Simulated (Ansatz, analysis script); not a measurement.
## Cobalt: energy against the total moment

Is Cobalt magnetic, nearly magnetic or plainly paramagnetic? E(M) and M(B) tell.

Main program and level: Ansatz 0.2.0; PBE, PAW (harder files).

## 1. Starting point

It takes space group P6_3/mmc (No. 194, hexagonal). The conventional cell has a = 2.507 Å, b = 2.507 Å, c = 4.070 Å, α = 90.00°, β = 90.00°, γ = 120.00°. Nearest to Co lie 12 Co at 2.50 to 2.51 Å.

Coordinates:

```cif
data_structure
_symmetry_space_group_name_H-M 'P 1'
_symmetry_Int_Tables_number 1
_cell_length_a 2.5074
_cell_length_b 2.5074
_cell_length_c 4.0699
_cell_angle_alpha 90.000
_cell_angle_beta 90.000
_cell_angle_gamma 120.000
_cell_volume 22.16
loop_
_atom_site_label
_atom_site_type_symbol
_atom_site_fract_x
_atom_site_fract_y
_atom_site_fract_z
_atom_site_occupancy
Co1 Co 0.33333 0.66667 0.25000 1
Co2 Co 0.66667 0.33333 0.75000 1
```

The cell of this run holds 2 atoms, 2 of them with a starting moment; values «a cell» refer to the cell of the run in question.

## 2. Starting state

First a free collinear run, to see which state the typed moments lead to.

Input file input.yaml:

```yaml
crystal:
  lattice:
    - [2.5074, 0.0, 0.0]
    - [-1.2537, 2.1714720974, 0.0]
    - [0.0, 0.0, 4.0699]
  atoms:
    - { symbol: Co, position: [0.3333333333, 0.6666666667, 0.25], spin: 2.0 }
    - { symbol: Co, position: [0.6666666667, 0.3333333333, 0.75], spin: 2.0 }
magnetization:
  spin_polarized: true
kpoints:
  mp_grid: { grid: [10, 10, 6] }
hamiltonian:
  xc: pbe
  pseudopotentials: { kind: paw, source: ansatz }
scf:
  occupations: { method: fermi_dirac, width: 0.1 }
  max_iter: 120
  convergence: { dr2_threshold: 1.0e-08 }
output:
  write_density: true
  write_potential: true
  elf: true
  volumetric_format: npy
```

Command:

```bash
$ ansatz run input.yaml --threads 2 --pin off --max-ram 5120MiB --backend cpu --events-out ev --progress --plain --runs-dir out
```

Numbers of over 12 decimals in the logs are rounded to 6 here.

The log of the run:

```text
Engine: ansatz 0.2.0, aarch64-unknown-linux-gnu
Pseudopotentials: kind: paw
Pseudopotential: Co, paw, valence charge 17, recommended cutoff 900 eV (normal), Co.paw.azcp
Functional definition: PBE
  parameter kappa = 0.804
  parameter beta = 0.066725
  exchange = pbe_x(kappa = kappa, mu = beta*pi^2/3)
  correlation = pbe_c(beta = beta)
Crystal: 2 atoms, lattice volume = 22.160 Å³
Basis set: ecut = 900 eV, 1363 PW (Γ)
Bands: 23, of which v1, the nominal top of the filled ones, is band 17 counted from 1 (16 counted from 0)
Symmetry: 24 space group operations
Space group: P63/mmc (ITA 194), of the structure as read, at distance tolerance 2.8e-5 Å
Magnetic group: BNS 194.263 (UNI 1493), of the structure as read, at distance tolerance 2.8e-5 Å
k-points: 56 of 600
Non-local potential: Co, projectors of the file, l = 0: 3, l = 1: 3, l = 2: 3, l = 3: 2, l = 4: 1
PAW form: soft (Blöchl's): semilocal exchange-correlation on the pseudo side does not see the compensation charge
PAW one-centre angular grid: Co, 590 points (default); XC on 64 Gauss nodes
Initial density: superposition of atomic densities (chi_scale 0.1, normalization cell)
Starting moments: Σ|m| = 4 μB on 2 of 2 sites
Initial wavefunctions: pseudopotential atomic-orbital guess
Functional: x = pbe(κ = 0.804, μ = 0.219515), c = pbe(β = 0.066725)
iter 1 solved again at ethr=6.89e-4 eV; its pass at ethr=3.10e-3 eV (dr2=2.34e-1 eV) is discarded
SCF iter   1: F=—  HF=-10252.607614 eV  |F-HF|=—  |Δ(HF+E_count)|=         —  Δρ=2.74e-2 (↑2.29e-2 ↓2.74e-2)  dr2=2.34e-1  dr2_m=4.64e-2  M=3.351 μB ∫|m|=3.492 μB  β_m=0.30  ethr=6.89e-4  ⟨swp⟩=1.0  Hψ=12349  notcnv=0
Mixer restart at iter 1: flushing history
preconditioner: auto → none  [metal: Δε(μ)=0.008 eV  Ē_g=9.284 eV  σ=0.100 eV  W_gap=0.02  n_scr=8 (ndim 8)  ℏωp=33.5 eV  f_vac=0.000  D(μ)=1.83/eV (n_scr^D=22)  sad-step TF]
SCF iter   2: F=—  HF=-10252.527078 eV  |F-HF|=—  |Δ(HF+E_count)|=   8.05e-2  Δρ=1.55e-2 (↑1.17e-2 ↓1.55e-2)  dr2=3.17e-2  dr2_m=2.81e-2  M=3.343 μB ∫|m|=3.526 μB  β_m=0.39  ethr=6.88e-4  ⟨swp⟩=2.2  Hψ=3995  notcnv=0
SCF iter   3: F=—  HF=-10252.576604 eV  |F-HF|=—  |Δ(HF+E_count)|=   4.95e-2  Δρ=8.95e-3 (↑8.95e-3 ↓7.22e-3)  dr2=2.83e-3  dr2_m=1.17e-2  M=3.330 μB ∫|m|=3.571 μB  β_m=0.70  ethr=9.33e-5  ⟨swp⟩=1.6  Hψ=3642  notcnv=0
SCF iter   4: F=—  HF=-10252.633063 eV  |F-HF|=—  |Δ(HF+E_count)|=   5.65e-2  Δρ=3.05e-3 (↑3.05e-3 ↓1.73e-3)  dr2=3.15e-4  dr2_m=1.14e-3  M=3.317 μB ∫|m|=3.629 μB  β_m=0.85  ethr=8.31e-6  ⟨swp⟩=2.1  Hψ=4891  notcnv=0
SCF iter   5: F=—  HF=-10252.634871 eV  |F-HF|=—  |Δ(HF+E_count)|=   1.81e-3  Δρ=4.44e-4 (↑1.56e-4 ↓4.44e-4)  dr2=5.58e-5  dr2_m=5.09e-6  M=3.315 μB ∫|m|=3.649 μB  β_m=0.92  ethr=9.28e-7  ⟨swp⟩=2.5  Hψ=4832  notcnv=0
SCF iter   6: F=—  HF=-10252.634899 eV  |F-HF|=—  |Δ(HF+E_count)|=   2.76e-5  Δρ=2.89e-5 (↑2.89e-5 ↓2.46e-5)  dr2=1.12e-7  dr2_m=8.10e-8  M=3.315 μB ∫|m|=3.650 μB  β_m=0.91  ethr=1.64e-7  ⟨swp⟩=2.0  Hψ=3580  notcnv=0
SCF iter   7: F=—  HF=-10252.634899 eV  |F-HF|=—  |Δ(HF+E_count)|=   2.68e-7  Δρ=5.75e-6 (↑5.75e-6 ↓4.63e-6)  dr2=8.21e-9  dr2_m=1.84e-9  M=3.315 μB ∫|m|=3.650 μB  β_m=0.84  ethr=3.29e-10  ⟨swp⟩=2.2  Hψ=4242  notcnv=0
SCF iter   8: F=-10252.634899 eV  HF=-10252.634899 eV  |F-HF|=3.49e-10  |Δ(HF+E_count)|=   5.26e-9  Δρ=1.02e-6 (↑1.02e-6 ↓7.83e-7)  dr2=4.26e-10  dr2_m=2.26e-11  M=3.315 μB ∫|m|=3.650 μB  ethr=2.42e-11  ⟨swp⟩=1.0  Hψ=7185  notcnv=0
SCF 1 converged in 8 iterations: F = -10252.634899 eV  dr2 = 4.26e-10
  greatest PAW one-centre occupation: 0.986 electrons in one spin orbital (limit 2), on the Co atom at site 1 (counted from 0), in its partial waves of l = 0
SCF converged after 8 iterations
Magnetization: 3.3152 μB (18.6576 up, 15.3424 down)
Absolute magnetization: 3.6500 μB (∫|ρ↑−ρ↓|)
Spin contamination: 0.0595 ħ² per cell (⟨S²⟩ above its minimum at these occupations)
Per-site moments (μB) at R_I (Å): [(1.734258, 1.030153), (1.734258, 1.030153)]
Free energy (F): -10252.634899 eV
Harris-Foulkes:  -10252.634899 eV  (|F-HF|=3.49e-10)
Internal energy: -10252.574974 eV  (E = F + TS)
E sigma→0 (E₀):  -10252.604937 eV
Entropy (-TS):   -0.059925 eV (-29.963 meV/atom)
Fermi energy:    18.680835 eV
--- Per-component energies (eV) ---
  E_band       = -487.295650
  E_kinetic    = 1382.512206
  E_local      = -6487.416388  (includes V_loc(G=0)·N_el)
  E_nonlocal   = 1178.785022
  E_hartree    = 2101.291800
  E_xc         = -342.788589
  E_vxc        = -446.473068  (∫ρ·V_xc dr)
  E_paw        = -2693.684622  (= ΣΔE_a)
  E_vpaw       = -317.288868  (= ΣTr[D̂ρ^β])
  E_aug_tail   = 0.000001  (compensation charges beyond the density's cutoff)
  E_ewald      = -5391.274405
  E_smearing   = -0.059925  (= −TS)
  E_closure    = -0.000000  (closes the sum)
  Σ components = -10252.634899   (vs F -10252.634899, Δ=0.00e0)
--- Band table (eV; the first three rows and the last of 112) ---
  k-point 0 ↑: bands = [... 13 lower, 16.3966, 16.3966, 16.7432, 16.7432, 17.8040, 17.8040, 18.4823, 24.7395, ... 2 higher]
  k-point 1 ↑: bands = [... 13 lower, 16.3265, 16.3265, 16.8986, 16.8986, 17.5179, 17.7873, 17.7873, 26.2659, ... 2 higher]
  k-point 2 ↑: bands = [... 13 lower, 16.1717, 16.1717, 16.2080, 17.2067, 17.2067, 17.7011, 17.7011, 29.4597, ... 2 higher]
  k-point 55 ↓: bands = [... 13 lower, 16.9917, 18.5421, 18.5421, 19.8144, 19.8144, 24.0062, 24.0062, 27.3110, ... 2 higher]
```

Run time: 6.2 s. Hardware: 2 threads of Arm Neoverse V1, shared host; peak memory 0.43 GiB; 12 s of CPU time.

Spin moment in the atom's sphere by atom:

```csv
atom,spin moment in the atom's sphere (μB)
Co1,1.73
Co2,1.73
```

Tables count atoms from 1; parts of the log count from 0.

The run ends ferromagnetic, with a net moment of 3.31 μB a cell. Only this order was typed.

Spin density in the ac plane at fractional y = 0.333, with atoms of Co within 0.2 Å of it.

Values in e/Å³, 21 rows by 13 columns:
```
0.0 0.0 0.0 0.0 0.0 0.0 0.0 0.1 0.1 0.1 0.1 0.0 0.0
0.0 0.0 0.0 0.0 0.0 0.0 0.1 0.2 0.4 0.4 0.3 0.1 0.1
0.0 0.0 0.0 0.0 0.0 0.1 0.3 0.8 1.3 1.4 1.0 0.5 0.1
0.1 0.0 0.0 0.0 0.0 0.2 0.7 1.7 2.5 2.6 2.0 1.0 0.3
0.1 0.0 0.0 0.0 0.1 0.2 1.0 2.2 3.2 3.4 2.5 1.4 0.4
0.1 0.0 0.0 0.0 0.1 0.2 0.9 2.0 2.9 3.1 2.3 1.2 0.4
0.1 0.0 0.0 0.0 0.0 0.1 0.5 1.3 1.9 2.0 1.5 0.7 0.2
0.0 0.0 0.0 0.0 0.0 0.1 0.2 0.5 0.8 0.8 0.6 0.3 0.1
0.0 0.0 0.0 0.0 0.0 0.0 0.1 0.1 0.2 0.2 0.1 0.1 0.0
0.0 0.0 0.0 0.0 0.0 0.0 0.0 0.0 0.0 0.0 0.0 0.0 0.0
0.0 0.0 0.0 0.0 0.0 0.0 0.0 0.0 0.0 0.0 0.0 0.0 0.0
0.0 0.0 0.0 0.0 0.0 0.0 0.0 0.0 0.0 0.0 0.0 0.0 0.0
0.0 0.0 0.1 0.1 0.0 0.0 0.0 0.0 0.0 0.0 0.0 0.0 0.0
0.1 0.1 0.1 0.1 0.1 0.0 0.0 0.0 0.0 0.0 0.0 0.0 0.0
0.1 0.2 0.2 0.2 0.1 0.1 0.0 0.0 0.0 0.0 0.0 0.0 0.0
0.1 0.2 0.2 0.2 0.1 0.1 0.0 0.0 0.0 0.0 0.0 0.0 0.0
0.1 0.1 0.2 0.2 0.1 0.0 0.0 0.0 0.0 0.0 0.0 0.0 0.0
0.0 0.1 0.1 0.1 0.1 0.0 0.0 0.0 0.0 0.0 0.0 0.0 0.0
0.0 0.0 0.0 0.0 0.0 0.0 0.0 0.0 0.0 0.0 0.0 0.0 0.0
0.0 0.0 0.0 0.0 0.0 0.0 0.0 0.0 0.0 0.0 0.0 0.0 0.0
0.0 0.0 0.0 0.0 0.0 0.0 0.0 0.0 0.0 0.0 0.0 0.0 0.0
```
Columns run along a (2.5 Å), rows up along c (4.1 Å). Atoms in or near the plane, at fractional coordinates: Co at (0.67, 0.75).

Valence density in the ac plane at fractional y = 0.333, with atoms of Co within 0.2 Å of it. It is the smooth field of the valence electrons, not physical close to the nuclei.

Ten steps, logarithmic in the rise over the least value, from '0' (0 e/Å³) to '9' (30 e/Å³):
```
0000001122110
0000012355421
1000024678752
1000136899874
2000147999975
2000136899974
1000125788863
0000013566542
0000001233211
0000000111100
0000000000000
0000000000000
0111100000000
1222210000000
2333210000001
2343310000001
1233210000001
1122110000000
0011000000000
0000000000000
0000000000000
```
Columns run along a (2.5 Å), rows up along c (4.1 Å). Atoms in or near the plane, at fractional coordinates: Co at (0.67, 0.75).

ELF in the ac plane at fractional y = 0.333, with atoms of Co within 0.2 Å of it. It is the smooth field of the valence electrons, not physical close to the nuclei.

Ten even steps from '0' (0.16) to '9' (0.58):
```
1333210001000
0232101466520
0132015999972
0121038965895
1121049710696
0121049832795
0121027988983
0132003799840
1233100133200
2333211000001
2111222211223
1000023444432
0000012345421
0111101344310
0233101234310
1233211234210
0122101244310
0000001344420
0000012444431
1100123333333
2222221100112
```
Columns run along a (2.5 Å), rows up along c (4.1 Å). Atoms in or near the plane, at fractional coordinates: Co at (0.67, 0.75).

## 3. Mesh refined

Levels at the Fermi energy are partly filled, so moments and energy differences can hang on the k-mesh, and the state is solved again on a denser one.

input.yaml, the sections that differ from step 2:

```yaml
crystal:
  lattice:
    - [2.5074, 0.0, 0.0]
    - [-1.2537, 2.1714720974, 0.0]
    - [0.0, 0.0, 4.0699]
  atoms:
    - { symbol: Co, position: [0.3333333333, 0.6666666667, 0.25], spin: 1.73 }
    - { symbol: Co, position: [0.6666666667, 0.3333333333, 0.75], spin: 1.73 }
kpoints:
  mp_grid: { grid: [18, 18, 10] }
basis:
  ecutwfc: 900.0
checkpoint:
  read: start
  write: ck
  compress: false
  write_wavefunctions: false
  write_every: 100000
# magnetization, hamiltonian, scf: as in step 2
# output: removed
```

The log of the run:

```text
[...]
SCF converged after 7 iterations
Magnetization: 3.2355 μB (18.6177 up, 15.3823 down)
Absolute magnetization: 3.5781 μB (∫|ρ↑−ρ↓|, with the PAW one-centre terms)
[...]
Per-site moments (μB) at R_I (Å): [(1.695944, 1.030153), (1.695944, 1.030153)]
Free energy (F): -10252.629896 eV
[...]
Internal energy: -10252.567816 eV  (E = F + TS)
E sigma→0 (E₀):  -10252.598856 eV
Entropy (-TS):   -0.062079 eV (-31.040 meV/atom)
Fermi energy:    18.698063 eV
[...]
```

Wall time 16 s (2 threads); peak memory 0.71 GiB.

Spin moment in the atom's sphere by atom:

```csv
atom,spin moment in the atom's sphere (μB)
Co1,1.70
Co2,1.70
```

The run ends ferromagnetic, with a net moment of 3.23 μB a cell, against 3.31 μB on the first mesh.

## 4. The non-magnetic reference

The state without spin is the zero of E(M).

input.yaml, the sections that differ from step 3:

```yaml
crystal:
  lattice:
    - [2.5074, 0.0, 0.0]
    - [-1.2537, 2.1714720974, 0.0]
    - [0.0, 0.0, 4.0699]
  atoms:
    - { symbol: Co, position: [0.3333333333, 0.6666666667, 0.25] }
    - { symbol: Co, position: [0.6666666667, 0.3333333333, 0.75] }
# kpoints, hamiltonian, scf, basis: as in step 3
# magnetization: removed
# checkpoint: removed
```

Command:

```bash
$ ansatz run input.yaml --threads 1 --pin off --max-ram 2560MiB --backend cpu --events-out ev --progress --plain --runs-dir out
```

The log of the run:

```text
[...]
Crystal: 2 atoms, lattice volume = 22.160 Å³
Basis set: ecut = 900 eV, 1363 PW (Γ)
Bands: 21, of which v1, the nominal top of the filled ones, is band 17 counted from 1 (16 counted from 0)
Symmetry: 24 space group operations
[...]
k-points: 222 of 3240
[...]
SCF iter   1: F=—  HF=-10252.233494 eV  |F-HF|=—  |Δ(HF+E_count)|=         —  Δρ=4.06e-2  dr2=2.15e-1  ethr=3.10e-3  ⟨swp⟩=3.8  Hψ=16231  notcnv=0
[...]
SCF iter   7: F=-10252.189138 eV  HF=-10252.189138 eV  |F-HF|=1.33e-10  |Δ(HF+E_count)|=   5.38e-9  Δρ=8.83e-7  dr2=1.28e-10  ethr=1.46e-11  ⟨swp⟩=1.0  Hψ=11846  notcnv=0
SCF 1 converged in 7 iterations: F = -10252.189138 eV  dr2 = 1.28e-10
[...]
SCF converged after 7 iterations
Free energy (F): -10252.189138 eV
[...]
Internal energy: -10251.996196 eV  (E = F + TS)
E sigma→0 (E₀):  -10252.092667 eV
Entropy (-TS):   -0.192942 eV (-96.471 meV/atom)
Fermi energy:    18.582828 eV
[...]
```

Wall time 14 s (1 thread); peak memory 0.49 GiB.

The free collinear run lies 441 meV below it.

## 5. Without spin, levels printed

input.yaml, as its differences from that of step 4:

```diff
@@ -19 +19,3 @@
   ecutwfc: 900.0
+output:
+  eigenvalues: true
```

The log of the run:

```text
[...]
Crystal: 2 atoms, lattice volume = 22.160 Å³
Basis set: ecut = 900 eV, 1363 PW (Γ)
Bands: 21, of which v1, the nominal top of the filled ones, is band 17 counted from 1 (16 counted from 0)
Symmetry: 24 space group operations
[...]
k-points: 222 of 3240
[...]
Fermi energy:    18.582828 eV
[...]
--- Band table (eV; the first three rows and the last of 222) ---
  k-point 0: bands = [... 13 lower, 17.1994, 17.1994, 17.5795, 17.5795, 18.4401, 18.6939, 18.6939, 25.1961]
  k-point 1: bands = [... 13 lower, 17.1711, 17.1711, 17.6436, 17.6436, 18.1027, 18.6890, 18.6890, 25.7546]
  k-point 2: bands = [... 13 lower, 17.0954, 17.0954, 17.3966, 17.8012, 17.8012, 18.6676, 18.6676, 27.1581]
  k-point 221: bands = [... 13 lower, 16.3408, 17.5818, 17.5818, 18.7321, 18.7321, 24.4868, 24.4868, 26.1087]
[key lines of the parts left out:]
SCF converged after 7 iterations
Free energy (F): -10252.189138 eV
```

Wall time 17 s (1 thread); peak memory 0.49 GiB.

## 6. Total moment fixed at 0.382 μB

Two Fermi levels, one a spin, hold the total moment exactly, which reaches states that a free run would leave.

input.yaml, the sections that differ from step 5:

```yaml
crystal:
  lattice:
    - [2.5074, 0.0, 0.0]
    - [-1.2537, 2.1714720974, 0.0]
    - [0.0, 0.0, 4.0699]
  atoms:
    - { symbol: Co, position: [0.3333333333, 0.6666666667, 0.25], spin: 0.191 }
    - { symbol: Co, position: [0.6666666667, 0.3333333333, 0.75], spin: 0.191 }
magnetization:
  spin_polarized: true
  initial_magnetization: 0.382
  spin_locking: { lock_magnetization: hard }
# kpoints, hamiltonian, scf, basis: as in step 5
# output: removed
```

The log of the run:

```text
[...]
Crystal: 2 atoms, lattice volume = 22.160 Å³
Basis set: ecut = 900 eV, 1363 PW (Γ)
Bands: 22, of which v1, the nominal top of the filled ones, is band 17 counted from 1 (16 counted from 0)
Symmetry: 24 space group operations
[...]
k-points: 222 of 3240
[...]
Starting moments: Σ|m| = 0.382 μB on 2 of 2 sites
[...]
SCF iter   9: F=-10252.198506 eV  HF=-10252.198506 eV  |F-HF|=1.29e-9  |Δ(HF+E_count)|=   1.51e-9  Δρ=1.62e-6 (↑1.38e-6 ↓1.62e-6)  dr2=1.43e-9  dr2_m=1.52e-11  M=0.382 μB ∫|m|=0.440 μB  ethr=8.47e-12  ⟨swp⟩=1.0  Hψ=28007  notcnv=0
SCF 1 converged in 9 iterations: F = -10252.198506 eV  dr2 = 1.43e-9
[...]
Symmetry: 12 space group operations
k-points: 222 of 3240 (time reversal used)
[...]
SCF iter   8: F=-10252.212769 eV  HF=-10252.212769 eV  |F-HF|=6.24e-10  |Δ(HF+E_count)|=    0.00e0  Δρ=1.07e-6 (↑3.35e-7 ↓1.07e-6)  dr2=6.38e-10  dr2_m=3.65e-11  M=0.382 μB ∫|m|=1.847 μB  ethr=1.88e-12  ⟨swp⟩=1.0  Hψ=26605  notcnv=0
SCF 2 converged in 8 iterations: F = -10252.212769 eV  dr2 = 6.38e-10
[...]
SCF iter   3: F=-10252.212769 eV  HF=-10252.212769 eV  |F-HF|=4.18e-11  |Δ(HF+E_count)|=   1.39e-9  Δρ=4.74e-7 (↑2.59e-7 ↓4.74e-7)  dr2=4.53e-11  dr2_m=2.41e-11  M=0.382 μB ∫|m|=1.847 μB  ethr=1.87e-12  ⟨swp⟩=1.0  Hψ=24745  notcnv=0
SCF 3 converged in 3 iterations: F = -10252.212769 eV  dr2 = 4.53e-11
SCF converged after 3 iterations
Stability checked in part: among states of this total moment the SCF's own minimisation did not find this state unstable. No probe was made; neither looks for a lower state of another moment (fixed_total_moment; see scf.lower_state_search)
Magnetization: 0.3820 μB (17.1910 up, 16.8090 down)
Absolute magnetization: 1.8474 μB (∫|ρ↑−ρ↓|, with the PAW one-centre terms)
[...]
Per-site moments (μB) at R_I (Å): [(-0.698379, 1.030153), (1.102216, 1.030153)]
Free energy (F): -10252.212769 eV
[...]
Internal energy: -10252.041386 eV  (E = F + TS)
E sigma→0 (E₀):  -10252.127078 eV
Entropy (-TS):   -0.171383 eV (-85.691 meV/atom)
Fermi energy:    18.656189 (↑ 18.624288, ↓ 18.688090) eV
[...]
--- Band table (eV; the first three rows and the last of 444) ---
  k-point 0 ↑: bands = [... 13 lower, 17.2604, 17.2604, 17.4920, 17.4920, 18.4335, 18.7974, 18.7974, 25.1557, ... 1 higher]
  k-point 1 ↑: bands = [... 13 lower, 17.2085, 17.2085, 17.5638, 17.5638, 18.0970, 18.7952, 18.7952, 25.7174, ... 1 higher]
  k-point 2 ↑: bands = [... 13 lower, 17.1139, 17.1139, 17.4152, 17.7100, 17.7100, 18.7844, 18.7844, 27.1267, ... 1 higher]
  k-point 221 ↓: bands = [... 13 lower, 16.7498, 17.7209, 17.8069, 18.7760, 18.9982, 24.3892, 24.6986, 26.1164, ... 1 higher]
```

It took 7 min on 1 thread; peak memory 1.7 GiB.

The energy is -23.6 meV from the state without spin, and the largest site carries 1.10 μB, while atom no. 1 (Co) stands against the total with -0.70 μB.

## 7. Total moment fixed at 0.765 μB

input.yaml, the sections that differ from step 6:

```yaml
crystal:
  lattice:
    - [2.5074, 0.0, 0.0]
    - [-1.2537, 2.1714720974, 0.0]
    - [0.0, 0.0, 4.0699]
  atoms:
    - { symbol: Co, position: [0.3333333333, 0.6666666667, 0.25], spin: 0.3825 }
    - { symbol: Co, position: [0.6666666667, 0.3333333333, 0.75], spin: 0.3825 }
magnetization:
  spin_polarized: true
  initial_magnetization: 0.765
  spin_locking: { lock_magnetization: hard }
# kpoints, hamiltonian, scf, basis: as in step 6
```

The log of the run:

```text
[...]
Crystal: 2 atoms, lattice volume = 22.160 Å³
Basis set: ecut = 900 eV, 1363 PW (Γ)
Bands: 22, of which v1, the nominal top of the filled ones, is band 17 counted from 1 (16 counted from 0)
Symmetry: 24 space group operations
[...]
k-points: 222 of 3240
[...]
Starting moments: Σ|m| = 0.765 μB on 2 of 2 sites
[...]
k-point 0 ↑: bands = [... 13 lower, 17.2138, 17.2138, 17.3016, 17.3016, 18.4480, 18.6192, 18.6192, 25.0926, ... 1 higher]
  k-point 1 ↑: bands = [... 13 lower, 17.1275, 17.1275, 17.4099, 17.4099, 18.0989, 18.6165, 18.6165, 25.6611, ... 1 higher]
  k-point 2 ↑: bands = [... 13 lower, 17.0181, 17.0181, 17.3812, 17.5756, 17.5756, 18.6037, 18.6037, 27.0820, ... 1 higher]
  k-point 221 ↓: bands = [... 13 lower, 16.7414, 17.7980, 17.8814, 18.9092, 19.0780, 24.4484, 24.6964, 26.1614, ... 1 higher]
[key lines of the parts left out:]
SCF converged after 2 iterations
Magnetization: 0.7650 μB (17.3825 up, 16.6175 down)
Free energy (F): -10252.232882 eV
Fermi energy:    18.623337 (↑ 18.547636, ↓ 18.699037) eV
```

Elapsed: 5.5 min, on 1 thread; peak memory 1.7 GiB.

The energy is -43.7 meV from the state without spin, and the largest site carries 1.12 μB, while atom no. 1 (Co) stands against the total with -0.31 μB.

## 8. Total moment fixed at 2.677 μB

input.yaml, the sections that differ from step 7:

```yaml
crystal:
  lattice:
    - [2.5074, 0.0, 0.0]
    - [-1.2537, 2.1714720974, 0.0]
    - [0.0, 0.0, 4.0699]
  atoms:
    - { symbol: Co, position: [0.3333333333, 0.6666666667, 0.25], spin: 1.3385 }
    - { symbol: Co, position: [0.6666666667, 0.3333333333, 0.75], spin: 1.3385 }
magnetization:
  spin_polarized: true
  initial_magnetization: 2.677
  spin_locking: { lock_magnetization: hard }
# kpoints, hamiltonian, scf, basis: as in step 7
```

The log of the run:

```text
[...]
Crystal: 2 atoms, lattice volume = 22.160 Å³
Basis set: ecut = 900 eV, 1363 PW (Γ)
Bands: 23, of which v1, the nominal top of the filled ones, is band 17 counted from 1 (16 counted from 0)
Symmetry: 24 space group operations
[...]
k-points: 222 of 3240
[...]
Starting moments: Σ|m| = 2.677 μB on 2 of 2 sites
[...]
Magnetization: 2.6770 μB (18.3385 up, 15.6615 down)
Absolute magnetization: 3.0248 μB (∫|ρ↑−ρ↓|, with the PAW one-centre terms)
[...]
Per-site moments (μB) at R_I (Å): [(1.416503, 1.030153), (1.416503, 1.030153)]
Free energy (F): -10252.553493 eV
[...]
Internal energy: -10252.451516 eV  (E = F + TS)
E sigma→0 (E₀):  -10252.502505 eV
Entropy (-TS):   -0.101977 eV (-50.988 meV/atom)
Fermi energy:    18.536086 (↑ 18.339005, ↓ 18.733167) eV
[...]
[key lines of the parts left out:]
SCF converged after 8 iterations
```

Run time: 35 s. Hardware: 1 thread; peak memory 0.72 GiB.

The energy is -364 meV from the state without spin, and the largest site carries 1.42 μB.

(Part 1 of 2 ends here.)

[Logs and program files are shortened in this print: banners, set-up blocks, solver, clock and traceback lines can be left out without a mark of their own.]

[Logs are printed without paths, hosts, clocks, repeated set-up lines and the standing remarks that a program may print on its own settings, such as how far it seeks lower states.]

[Hosts, paths, dates, database ids (printed as entryN), source tags and the programs' standing remarks are cut or masked in the printed files.]
